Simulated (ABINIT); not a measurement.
Planning a run of ABINIT 10.8.3 on Te3As2 (Kalgoorlieite). The input:

```
acell 3*1.0 Angstrom
rprim 
  7.178650000000 -2.009950000000 -0.000000000000
  7.178650000000 2.009950000000 -0.000000000000
  -0.881169241200 -0.000000000000 9.859702925000
ntypat 2
znucl 52 33
natom 10
typat 1 1 1 1 1 1 2 2 2 2
xred 
  0.028900000000 0.028900000000 0.286800000000
  0.971100000000 0.971100000000 0.713200000000
  0.777700000000 0.777700000000 0.339000000000
  0.222300000000 0.222300000000 0.661000000000
  0.374400000000 0.374400000000 0.035500000000
  0.625600000000 0.625600000000 0.964500000000
  0.202600000000 0.202600000000 0.140800000000
  0.797400000000 0.797400000000 0.859200000000
  0.613300000000 0.613300000000 0.440600000000
  0.386700000000 0.386700000000 0.559400000000
pp_dirpath "pseudos"
pseudos "Te.upf, As.upf"
ecut 34
ngkpt 4 4 1
nshiftk 1
shiftk 0 0 0
kptopt 1
chksymbreak 0
istwfk *1
occopt 1
irdwfk 1
optdriver 4
nband 156
gwcalctyp 0
ecutsigx 34
symsigma 1
nkptgw 3
kptgw 
  0.2500000000 0.2500000000 0.0000000000
  0.5000000000 0.5000000000 0.0000000000
  0.0000000000 0.0000000000 0.0000000000
bdgw 
  77 80
  77 80
  77 80
ecuteps 2.8
irdscr 1
ppmodel 1
fftgw 31
indata_prefix "in"
outdata_prefix "out"
tmpdata_prefix "tmp"
```

```sh
OMP_NUM_THREADS=1 mpirun -n 8 abinit run.abi > log
```

Q: How long will it take on 8 MPI ranks of Arm Neoverse V1, shared host, and how much memory?

It took 80 s; on shared hardware allow 40 s to 2.7 min. Peak host memory was 13 GiB.

[Paths, hosts, dates, memory and timing lines, banners, echoed tables and standing remarks are left out of the program output.]

[Logs are printed without paths, hosts, clocks, repeated set-up lines and the standing remarks that a program may print on its own settings, such as how far it seeks lower states.]

[Runs of the session that timed out or met a known fault of the program may be left out.]

[Hosts, paths, dates, database ids (printed as entryN), source tags and the programs' standing remarks are cut or masked in the printed files.]

[G0W0 gaps are taken among the corrected bands and points alone; a level outside them can change the order at an edge.]

[Where Ansatz stands beside ABINIT at settings called matched, ABINIT's density can come from a denser mesh and the files from another edition; pairs whose starting gaps differed by over 0.03 eV were left out, so agreement reads better than it is.]
